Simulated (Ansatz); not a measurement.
**What Be4Bi2O (built on the sites of a database entry of Ca4Bi2O) distorts into**

Which phase does Be4Bi2O (built on the sites of a database entry of Ca4Bi2O) fall into along its unstable mode, and how much energy does it gain?

Calculated with Ansatz 0.2.0; DFT PBEsol, scalar-relativistic, plane waves, PAW.

The structure was built from a prototype and need not be the compound's stable phase.

### Step 1. Set-up

It takes space group I4/mmm (No. 139, tetragonal). Conventional cell: a = 4.151 Å, b = 4.151 Å, c = 11.965 Å, α = 90.00°, β = 90.00°, γ = 90.00°. Nearest to Be lie 1 O at 1.56 Å. Nearest to Be lie 2 O at 2.08 Å. Bi has 1 Be at 2.60 Å nearest. Nearest to O lie 2 Be at 1.56 Å. Farther neighbours and most contacts between anions are not listed.

### Step 2. The dispersion

The cell comes from relaxations at this level that are not shown. Stability and thermal properties need the whole zone. Linear response on a 2×2×2 q mesh gives force constants as far as a supercell of that size would.

input.yaml

```yaml
crystal:
  lattice:
    - [-2.0757496891, 2.0757496891, 5.9826857501]
    - [2.0757496891, -2.0757496891, 5.9826857501]
    - [2.0757496891, 2.0757496891, -5.9826857501]
  atoms:
    - { symbol: Be, position: [0.3699222426, 0.3699222426, 0.0] }
    - { symbol: Be, position: [0.5, 0.0, 0.5] }
    - { symbol: Be, position: [0.6300777574, 0.6300777574, 0.0] }
    - { symbol: Be, position: [0.0, 0.5, 0.5] }
    - { symbol: Bi, position: [0.1523523208, 0.1523523208, 0.0] }
    - { symbol: Bi, position: [0.8476476792, 0.8476476792, 0.0] }
    - { symbol: O, position: [0.5, 0.5, 0.0] }
kpoints:
  mp_grid: { grid: [12, 12, 12] }
hamiltonian:
  xc: pbesol
scf:
  occupations: { method: methfessel_paxton, width: 0.2 }
output:
  eigenvalues: true
phonons:
  method: dfpt
  qmesh: [2, 2, 2]
  temperatures: { t_max: 1000, t_step: 50 }
  qpath:
    path:
      - [[0.0, 0.0, 0.0], [0.0, 0.0, 0.5], [0.25, 0.25, 0.25], [0.0, 0.5, 0.0], [0.0, 0.0, 0.0], [0.5, 0.5, -0.5], [0.28009522, 0.71990478, -0.28009522]]
      - [[-0.28009522, 0.28009522, 0.28009522], [0.0, 0.0, 0.0]]
      - [[0.0, 0.0, 0.5], [-0.06019045, 0.06019045, 0.5]]
      - [[0.5, 0.5, -0.06019045], [0.5, 0.5, -0.5]]
    npoints: 10
```

Launch:

```bash
$ ansatz run input.yaml --threads 8 --pin off --max-ram 14336MiB --backend cpu --events-out ev --progress --plain --runs-dir out
```

Numbers of over 12 decimals in the logs are rounded to 6 here.

What it wrote:

```text
Warning: phonons: the dynamical matrix that this run interpolates holds no multipole term above the dipole-dipole one, and a site of this crystal is no centre of inversion, so its interpolated transverse optical and acoustic branches and sound speeds can stay off near Gamma, and the density of states and the thermodynamics with them. What a run solves at a wave vector of phonons.qpoints, Gamma apart, where the deck admits one, is free of this, and under fd what a larger phonons.supercell samples
Engine: ansatz 0.2.0, x86_64-unknown-linux-gnu
Pseudopotentials: kind: paw
Pseudopotential: Be, paw, valence charge 2, recommended cutoff 420 eV (normal), Be.paw.azcp
Pseudopotential: Bi, paw, valence charge 15, recommended cutoff 420 eV (normal), Bi.paw.azcp
Pseudopotential: O, paw, valence charge 6, recommended cutoff 420 eV (normal), O.paw.azcp
Functional definition: PBEsol
  exchange = pbesol_x
  correlation = pbesol_c
Crystal: 7 atoms, lattice volume = 103.111 Å³
Basis set: ecut = 420 eV, 2007 PW (Γ), exchange–correlation on 90×90×90 points (8 copies of the dense FFT grid, shifted against one another)
Bands: 29, of which v1, the nominal top of the filled ones, is band 22 counted from 1 (21 counted from 0)
Symmetry: 16 space group operations
k-points: 163 of 1728
Non-local potential: Be, projectors of the file, l = 0: 2, l = 1: 2, l = 2: 1
Non-local potential: Bi, projectors of the file, l = 0: 2, l = 1: 2, l = 2: 2, l = 3: 2
Non-local potential: O, projectors of the file, l = 0: 2, l = 1: 2, l = 2: 1
PAW form: soft (Blöchl's): semilocal exchange-correlation on the pseudo side does not see the compensation charge
PAW frozen core: Be, regenerated for the run's functional, and the local potential with it (the file was generated under x = pbe(κ = 0.804, μ = 0.219515), c = pbe(β = 0.066725))
PAW frozen core: Bi, regenerated for the run's functional, and the local potential with it (the file was generated under x = pbe(κ = 0.804, μ = 0.219515), c = pbe(β = 0.066725))
PAW frozen core: O, regenerated for the run's functional, and the local potential with it (the file was generated under x = pbe(κ = 0.804, μ = 0.219515), c = pbe(β = 0.066725))
PAW one-centre angular grid: Be, 110 points (default); XC on 64 Gauss nodes
PAW one-centre angular grid: Bi, 590 points (default); XC on 64 Gauss nodes
PAW one-centre angular grid: O, 110 points (default); XC on 64 Gauss nodes
Initial density: superposition of atomic densities (neutral atoms: chi_scale 0, normalization atom), corrected by the library's trained network
Initial wavefunctions: pseudopotential atomic-orbital guess
Functional: x = pbesol(κ = 0.804, μ = 0.123457), c = pbesol(β = 0.046)
SCF iter   1: F=—  HF=-25404.267266 eV  |F-HF|=—  |Δ(HF+E_count)|=         —  Δρ=9.23e-3  dr2=1.18e-1  ethr=1.77e-3  ⟨swp⟩=7.1  Hψ=24562  notcnv=0
preconditioner: auto → Kerker (q_TF=auto, 2.367 Å⁻¹)  [metal: Δε(μ)=0.007 eV  Ē_g=17.084 eV  σ=0.200 eV  W_gap=0.03  n_scr=24 (ndim 8)  ℏωp=24.3 eV  f_vac=0.000  D(μ)=0.90/eV (n_scr^D=2)]
SCF iter   2: F=—  HF=-25404.238018 eV  |F-HF|=—  |Δ(HF+E_count)|=   2.92e-2  S|Δr|=    0.00e0  Δρ=3.51e-3  dr2=2.36e-2  ethr=2.69e-4  ⟨swp⟩=2.1  Hψ=6994  notcnv=0
SCF iter   3: F=—  HF=-25404.232813 eV  |F-HF|=—  |Δ(HF+E_count)|=   5.21e-3  S|Δr|=    0.00e0  Δρ=1.77e-3  dr2=7.24e-3  ethr=5.36e-5  ⟨swp⟩=1.5  Hψ=5243  notcnv=0
SCF iter   4: F=—  HF=-25404.230675 eV  |F-HF|=—  |Δ(HF+E_count)|=   2.14e-3  S|Δr|=    0.00e0  Δρ=3.61e-4  dr2=1.42e-4  ethr=1.64e-5  ⟨swp⟩=2.5  Hψ=7045  notcnv=0
SCF iter   5: F=—  HF=-25404.230638 eV  |F-HF|=—  |Δ(HF+E_count)|=   3.67e-5  S|Δr|=    0.00e0  Δρ=8.60e-5  dr2=1.23e-5  ethr=3.23e-7  ⟨swp⟩=2.6  Hψ=8104  notcnv=0
SCF iter   6: F=—  HF=-25404.230645 eV  |F-HF|=—  |Δ(HF+E_count)|=   7.34e-6  S|Δr|=    0.00e0  Δρ=3.48e-5  dr2=2.20e-6  ethr=2.79e-8  ⟨swp⟩=2.8  Hψ=8313  notcnv=0
SCF iter   7: F=—  HF=-25404.230671 eV  |F-HF|=—  |Δ(HF+E_count)|=   2.60e-5  S|Δr|=    0.00e0  Δρ=7.66e-6  dr2=1.36e-7  ethr=4.99e-9  ⟨swp⟩=2.4  Hψ=6061  notcnv=0
SCF iter   8: F=—  HF=-25404.230671 eV  |F-HF|=—  |Δ(HF+E_count)|=   2.67e-9  S|Δr|=    0.00e0  Δρ=2.36e-6  dr2=1.08e-8  ethr=3.08e-10  ⟨swp⟩=2.0  Hψ=5454  notcnv=0
SCF iter   9: F=—  HF=-25404.230671 eV  |F-HF|=—  |Δ(HF+E_count)|=  4.58e-10  S|Δr|=    0.00e0  Δρ=7.00e-7  dr2=5.29e-10  ethr=2.45e-11  ⟨swp⟩=2.1  Hψ=6554  notcnv=0
SCF iter  10: F=—  HF=-25404.230671 eV  |F-HF|=—  |Δ(HF+E_count)|=  5.09e-11  S|Δr|=    0.00e0  Δρ=1.54e-7  dr2=3.25e-11  ethr=1.20e-12  ⟨swp⟩=2.1  Hψ=8003  notcnv=0
[...]
SCF 1 converged in 11 iterations: F = -25404.230671 eV  dr2 = 3.76e-12
  greatest PAW one-centre occupation: 0.987 electrons in one spin orbital (limit 2), on the Bi atom at site 5 (counted from 0), in its partial waves of l = 2
Initial density: read from a saved state, or passed on in memory by an earlier SCF of this step, an earlier step, the calling program or the single point that the run made first
[...]
SCF iter   1: F=—  HF=-25404.230643 eV  |F-HF|=—  |Δ(HF+E_count)|=         —  Δρ=3.69e-6  dr2=7.57e-9  ethr=9.97e-7  ⟨swp⟩=3.2  Hψ=36425  notcnv=0
eigensolver tolerance schedule: the retry pair's looser diagonalisation over-reported the residual by 57918.08 of it (diagonalisation noise at an unbounded share of the residual, at the tolerance the schedule requests for it); recorded, not acted on — ethr = c·dr2/N_el stays at c = 1.0e-1
preconditioner: auto → Kerker (q_TF=auto, 2.367 Å⁻¹)  [metal: Δε(μ)=0.029 eV  Ē_g=17.069 eV  σ=0.200 eV  W_gap=0.12  n_scr=24 (ndim 8)  ℏωp=24.3 eV  f_vac=0.000  D(μ)=0.95/eV (n_scr^D=2)]
SCF iter   2: F=—  HF=-25404.230671 eV  |F-HF|=—  |Δ(HF+E_count)|=   2.83e-5  S|Δr|=    0.00e0  Δρ=2.13e-6  dr2=2.68e-9  ethr=1.72e-11  ⟨swp⟩=3.9  Hψ=13358  notcnv=0
SCF iter   3: F=—  HF=-25404.230671 eV  |F-HF|=—  |Δ(HF+E_count)|=  8.59e-10  S|Δr|=    0.00e0  Δρ=1.36e-6  dr2=1.05e-9  ethr=6.10e-12  ⟨swp⟩=2.0  Hψ=7388  notcnv=0
SCF iter   4: F=—  HF=-25404.230671 eV  |F-HF|=—  |Δ(HF+E_count)|=  3.60e-10  S|Δr|=    0.00e0  Δρ=7.80e-7  dr2=3.38e-10  ethr=2.39e-12  ⟨swp⟩=2.0  Hψ=6921  notcnv=0
SCF iter   5: F=—  HF=-25404.230671 eV  |F-HF|=—  |Δ(HF+E_count)|=  5.09e-11  S|Δr|=    0.00e0  Δρ=5.96e-7  dr2=1.96e-10  ethr=1.00e-12  ⟨swp⟩=1.0  Hψ=4727  notcnv=0
SCF iter   6: F=—  HF=-25404.230671 eV  |F-HF|=—  |Δ(HF+E_count)|=  6.18e-11  S|Δr|=    0.00e0  Δρ=4.67e-7  dr2=1.23e-10  ethr=1.00e-12  ⟨swp⟩=1.0  Hψ=4727  notcnv=0
SCF iter   7: F=—  HF=-25404.230671 eV  |F-HF|=—  |Δ(HF+E_count)|=  7.28e-12  S|Δr|=    0.00e0  Δρ=3.71e-7  dr2=7.67e-11  ethr=1.00e-12  ⟨swp⟩=1.0  Hψ=4727  notcnv=0
SCF iter   8: F=—  HF=-25404.230671 eV  |F-HF|=—  |Δ(HF+E_count)|=  2.91e-11  S|Δr|=    0.00e0  Δρ=2.66e-7  dr2=3.96e-11  ethr=1.00e-12  ⟨swp⟩=1.0  Hψ=4727  notcnv=0
SCF iter   9: F=—  HF=-25404.230671 eV  |F-HF|=—  |Δ(HF+E_count)|=  7.28e-12  S|Δr|=    0.00e0  Δρ=1.52e-7  dr2=1.31e-11  ethr=1.00e-12  ⟨swp⟩=1.0  Hψ=4727  notcnv=0
SCF iter  10: F=-25404.230671 eV  HF=-25404.230671 eV  |F-HF|=3.64e-12  |Δ(HF+E_count)|=  7.28e-12  S|Δr|=    0.00e0  Δρ=4.41e-9  dr2=2.34e-14  ethr=1.00e-12  ⟨swp⟩=3.0  Hψ=9301  notcnv=0
SCF 2 converged in 10 iterations: F = -25404.230671 eV  dr2 = 2.34e-14
phonons: the bands overlap, so this run is a metal and interpolates without the dipole-dipole term. If the crystal is really an insulator or semiconductor, its LO-TO splitting is missing
NSCF: frozen V_eff on 163 k-points
WARN: eigensolver did not converge in 10 slots of this pass, the one above among them; of largest residual over every band (k=48): 1 band(s) unlocked (lowest unlocked band 28, counted from 0; max residual 2.16e-3 eV among the unlocked bands, 2.16e-3 eV over every band); of lowest unlocked band (k=0): band 28
NSCF: frozen V_eff on 280 k-points
DFPT response loops at q = (0, 0, 0) (fractional): preconditioner auto → Kerker (q_TF=auto, 2.367 Å⁻¹) (partly filled bands, converged f_vac=0.000); β = 1.00, the filter's whole step (`scf.mixing.beta` (0.50) is not read by the response loops under this deck's `scf.mixing.preconditioner`; to damp them name `kerker` or `kerker_dos`, under which they read `scf.mixing.beta`, and type it under 1.00, their step now; both keys bind the ground state too); Broyden in place of MSR1
NSCF: frozen V_eff on 952 k-points
DFPT response loops at q = (0, 0, -0.5) (fractional): mixed as the last ones told, above
NSCF: frozen V_eff on 952 k-points
DFPT response loops at q = (0, -0.5, 0) (fractional): mixed as the last ones told, above
NSCF: frozen V_eff on 560 k-points
DFPT response loops at q = (-0.5, -0.5, -0.5) (fractional): mixed as the last ones told, above
SCF converged after 11 iterations
Stability not checked: this state was not tested for a lower state beside it, because cold or Methfessel-Paxton smearing, or corrected tetrahedra, fill the levels in a way that the test cannot read (fill_not_monotonic; see scf.lower_state_search)
Free energy (F): -25404.230671 eV
Harris-Foulkes:  -25404.230671 eV  (|F-HF|=3.64e-12)
Internal energy: -25404.230905 eV  (E = F + TS)
E sigma→0 (E₀):  -25404.230730 eV
Entropy (-TS):   0.000233 eV (0.033 meV/atom)
Fermi energy:    10.861434 eV
--- Per-component energies (eV) ---
  E_band       = -158.366919
  E_kinetic    = 860.072038
  E_local      = -3379.356991  (includes V_loc(G=0)·N_el)
  E_nonlocal   = 1186.678254
  E_hartree    = 1126.341375
  E_xc         = -449.012434
  E_vxc        = -461.963863  (∫ρ·V_xc dr)
  E_paw        = -21401.237544  (= ΣΔE_a)
  E_vpaw       = -616.480675  (= ΣTr[D̂ρ^β])
  E_aug_tail   = 0.001557  (compensation charges beyond the density's cutoff)
  E_ewald      = -3347.970077
  E_core_change = 0.252918  (= ΣΔE_core)
  E_smearing   = 0.000233  (= −TS)
  E_closure    = -0.000000  (closes the sum)
  Σ components = -25404.230671   (vs F -25404.230671, Δ=0.00e0)
--- Band table (eV; the first three rows and the last of 163) ---
  k-point 0: bands = [... 18 lower, 8.3535, 8.4655, 9.8904, 9.8904, 10.7094, 11.5479, 11.8790, 14.5929, ... 3 higher]
  k-point 1: bands = [... 18 lower, 7.9318, 8.9988, 9.4571, 9.4575, 11.3560, 12.3556, 12.4397, 14.1623, ... 3 higher]
  k-point 2: bands = [... 18 lower, 7.1225, 7.7609, 8.9679, 10.7570, 12.4620, 12.7760, 13.5358, 13.6632, ... 3 higher]
  k-point 162: bands = [... 18 lower, 8.5651, 8.5651, 10.2584, 10.2584, 10.5139, 10.6533, 12.4064, 12.9351, ... 3 higher]
--- Phonons (Γ-DFPT): 9 representative perturbations + reference (Σ response iterations 29) ---
  ASR residual: 1.153e-4 → 0.000e0 eV/Å²; symmetrization residual: 3.011e-6 eV/Å²
  ASR residual per site (eV/Å²): 1.64e-5 5.44e-5 1.64e-5 5.44e-5 2.81e-5 2.81e-5 1.15e-4
  Γ frequencies (cm⁻¹): -441.99 -441.99 -225.16 -225.16 -208.36 -208.36 0.00 0.00 0.00 80.62 80.62 122.32 150.96 150.96 238.60 260.84 263.45 263.45 372.60 695.38 934.87
--- Phonons (arbitrary-q DFPT): 4 irreducible q on the 2×2×2 mesh ---
  q = [0.0000, 0.0000, 0.0000] (star 1, of the zone-centre solve; hermiticity 2.12e-7, symmetrization 5.15e-14): -441.99 -441.99 -225.16 -225.16 -208.36 -208.36 -0.00 -0.00 0.00 80.62 80.62 122.32 150.96 150.96 238.60 260.84 263.45 263.45 372.60 695.38 934.87
  q = [0.0000, 0.0000, -0.5000] (star 2, 9 solved perturbations in 3696 linear systems a pass and spin channel, the states on 476 of 1728 k-point pairs; hermiticity 1.57e-7, symmetrization 6.17e-14): -279.57 -238.40 -217.82 -177.12 -159.61 -92.19 -66.53 71.59 75.95 89.04 100.37 110.01 117.66 203.22 238.64 252.41 252.58 252.65 342.52 724.53 938.00
  q = [0.0000, -0.5000, 0.0000] (star 4, 15 solved perturbations on 476 of 1728 k-point pairs; hermiticity 1.98e-7, symmetrization 5.63e-14): -430.71 -179.93 -128.67 -33.33 24.91 50.82 52.23 67.87 70.06 83.85 98.72 106.30 160.93 214.44 217.89 265.41 279.03 369.19 371.81 729.16 921.37
  q = [-0.5000, -0.5000, -0.5000] (star 1, 9 solved perturbations in 2169 linear systems a pass and spin channel, the states on 280 of 1728 k-point pairs; hermiticity 1.99e-7, symmetrization 7.83e-14): -443.10 -443.10 -219.24 -219.24 -208.13 -208.13 48.22 48.22 61.75 61.75 94.93 106.62 175.66 175.66 219.74 234.35 269.68 269.68 405.59 707.55 957.31
  sum rule: each row above includes the acoustic sum rule's correction from the zone centre's row sums; it moved no ω² by more than (1.40 cm⁻¹)²
  mesh force constants: q→R imaginary residual 2.65e-18; ASR residual 1.153e-4 → 0.000e0 eV/Å²; symmetrization residual 1.066e-14 eV/Å²
  interpolated dispersion: 94 rows × 21 modes
  density of states and harmonic sums: on the 16×16×22 q-mesh, interpolated from the force constants of a 2×2×2 supercell (no non-analytic term)
  largest difference from the sums on the solved wave vectors: F 8.61e-2 eV, S 1.25e-4 and C_V 3.87e-5 eV/K
  zero-point energy: 0.239519 eV/cell   skipped modes (ω ≤ 0): 8835, of them read as no rigid motion or as one in doubt: 8832 (6.077e0 modes/cell left out, lowest -443.10 cm⁻¹)   left out of the sums: 2.89e-1 of the cell's modes: C_V's classical limit lies that fraction below 3 k_B per atom; for a crystal, a wire or a layer, F and S can be off by more, and a phonons.interpolated_qmesh denser along its periods is the remedy for the sampling
```

Wall time 13 min (8 threads of AMD EPYC 7R43, shared host); peak memory 4 GiB; 1.7 h of CPU time.

This step gave:

- volume per atom: 14.73 Å³
- gap on the k-mesh: 0 eV
- sum-rule residual before enforcement: 1.15e-4 eV/Å²
- lowest frequency on the path: -443.1 cm⁻¹
- point group: 4/mmm
- highest frequency on the path or at a solved wavevector: 957.3 cm⁻¹
- highest optical mode at the zone centre (no LO-TO term): 934.9 cm⁻¹
- lowest optical zone-centre mode: -442.0 cm⁻¹
- lowest mode on the q mesh (acoustic modes at Γ apart): -443.1 cm⁻¹

Frequencies (cm⁻¹) solved at each irreducible wavevector; negative means imaginary. Frequencies by wavevector, by row:

| q in reciprocal lattice units | star | mode 1 | mode 2 | mode 3 | mode 4 | mode 19 | mode 20 | mode 21 |
| --- | --- | --- | --- | --- | --- | --- | --- | --- |
| 0 0 0 | 1 | -442 | -442 | -225.2 | -225.2 | 372.6 | 695.4 | 934.9 |
| 0 0 -0.5 | 2 | -279.6 | -238.4 | -217.8 | -177.1 | 342.5 | 724.5 | 938 |
| 0 -0.5 0 | 4 | -430.7 | -179.9 | -128.7 | -33.3 | 371.8 | 729.2 | 921.4 |
| -0.5 -0.5 -0.5 | 1 | -443.1 | -443.1 | -219.2 | -219.2 | 405.6 | 707.5 | 957.3 |

Interpolated from a 2×2×2 q mesh, rough between the solved points. The phonon branches at the labelled points (cm⁻¹):

| point | branch 1 | branch 2 | branch 3 | branch 4 | branch 18 | branch 19 | branch 20 | branch 21 |
| --- | --- | --- | --- | --- | --- | --- | --- | --- |
| Γ | -442 | -442 | -225 | -225 | 264 | 373 | 695 | 935 |
| halfway | -383 | -328 | -130 | -110 | 310 | 332 | 718 | 926 |
| X | -280 | -238 | -218 | -177 | 253 | 342 | 724 | 938 |
| halfway | -280 | -236 | -222 | -174 | 253 | 344 | 724 | 938 |
| P | -280 | -229 | -229 | -168 | 253 | 345 | 724 | 938 |
| halfway | -373 | -171 | -153 | -121 | 305 | 346 | 726 | 930 |
| N | -431 | -180 | -129 | -33 | 369 | 372 | 729 | 921 |
| halfway | -436 | -352 | -151 | -133 | 303 | 366 | 712 | 928 |
| Γ | -442 | -442 | -225 | -225 | 264 | 373 | 695 | 935 |
| halfway | -442 | -442 | -222 | -222 | 264 | 390 | 701 | 946 |
| M | -443 | -443 | -219 | -219 | 270 | 406 | 708 | 957 |
| halfway | -438 | -374 | -171 | -170 | 297 | 382 | 717 | 944 |
| S | -431 | -224 | -87 | -76 | 348 | 368 | 729 | 924 |
| jump to S0 | -431 | -224 | -87 | -76 | 348 | 368 | 729 | 924 |
| halfway | -434 | -330 | -131 | -121 | 305 | 364 | 715 | 924 |
| Γ | -442 | -442 | -225 | -225 | 264 | 373 | 695 | 935 |
| jump to X | -280 | -238 | -218 | -177 | 253 | 342 | 724 | 938 |
| halfway | -285 | -238 | -210 | -175 | 258 | 342 | 725 | 938 |
| R | -297 | -239 | -191 | -170 | 266 | 341 | 725 | 937 |
| jump to G′ | -297 | -239 | -191 | -170 | 266 | 341 | 725 | 937 |
| halfway | -392 | -358 | -155 | -142 | 310 | 356 | 721 | 939 |
| M | -443 | -443 | -219 | -219 | 270 | 406 | 708 | 957 |

Symmetry leaves 4 wavevectors to solve. The lowest mode among them, the acoustic zeros apart, lies at q = (-0.5, -0.5, -0.5) and is imaginary, 443.1i cm⁻¹, so the energy falls along it.

### Step 3. The mode frozen in, largest atomic shift 0 Å

The mode followed lies at Γ with frequency 442.0i cm⁻¹ and is 2-fold degenerate, one of the unstable modes though not the softest. At small amplitude the distorted cell has space group no. 44 by a symmetry search on the positions. The undistorted cell that holds it gives the zero of energy on the same k mesh.

input.yaml, the sections that differ from step 2:

```yaml
output:
  forces: true
  stress: true
  eigenvalues: true
# crystal, kpoints, hamiltonian, scf: as in step 2
# phonons: removed
```

What it wrote:

```text
[...]
k-point 0: bands = [... 18 lower, 8.3535, 8.4655, 9.8904, 9.8904, 10.7094, 11.5479, 11.8790, 14.5929, ... 3 higher]
  k-point 1: bands = [... 18 lower, 7.9318, 8.9988, 9.4571, 9.4575, 11.3560, 12.3556, 12.4397, 14.1623, ... 3 higher]
  k-point 2: bands = [... 18 lower, 7.1225, 7.7609, 8.9679, 10.7570, 12.4619, 12.7760, 13.5358, 13.6632, ... 3 higher]
  k-point 162: bands = [... 18 lower, 8.5651, 8.5651, 10.2584, 10.2584, 10.5139, 10.6533, 12.4063, 12.9351, ... 3 higher]
[key lines of the parts left out:]
SCF converged after 8 iterations
Free energy (F): -25404.230671 eV
Fermi energy:    10.861421 eV
P = ⅓ Tr σ = 0.0004 GPa (0.004 kbar)
```

It took 3.1 s on 8 threads; peak memory 0.78 GiB; 22 s of CPU time.

Numbers from this step:

* pressure: 3.93e-4 GPa
* energy from the undistorted cell: 0 meV/atom

The run ends at a pressure of 0.00 GPa, with forces up to 1.8e-4 eV/Å.

(Part 1 of 3 ends here.)

[Logs are printed without paths, hosts, clocks, repeated set-up lines and the standing remarks that a program may print on its own settings, such as how far it seeks lower states.]

[Hosts, paths, dates, database ids (printed as entryN), source tags and the programs' standing remarks are cut or masked in the printed files.]
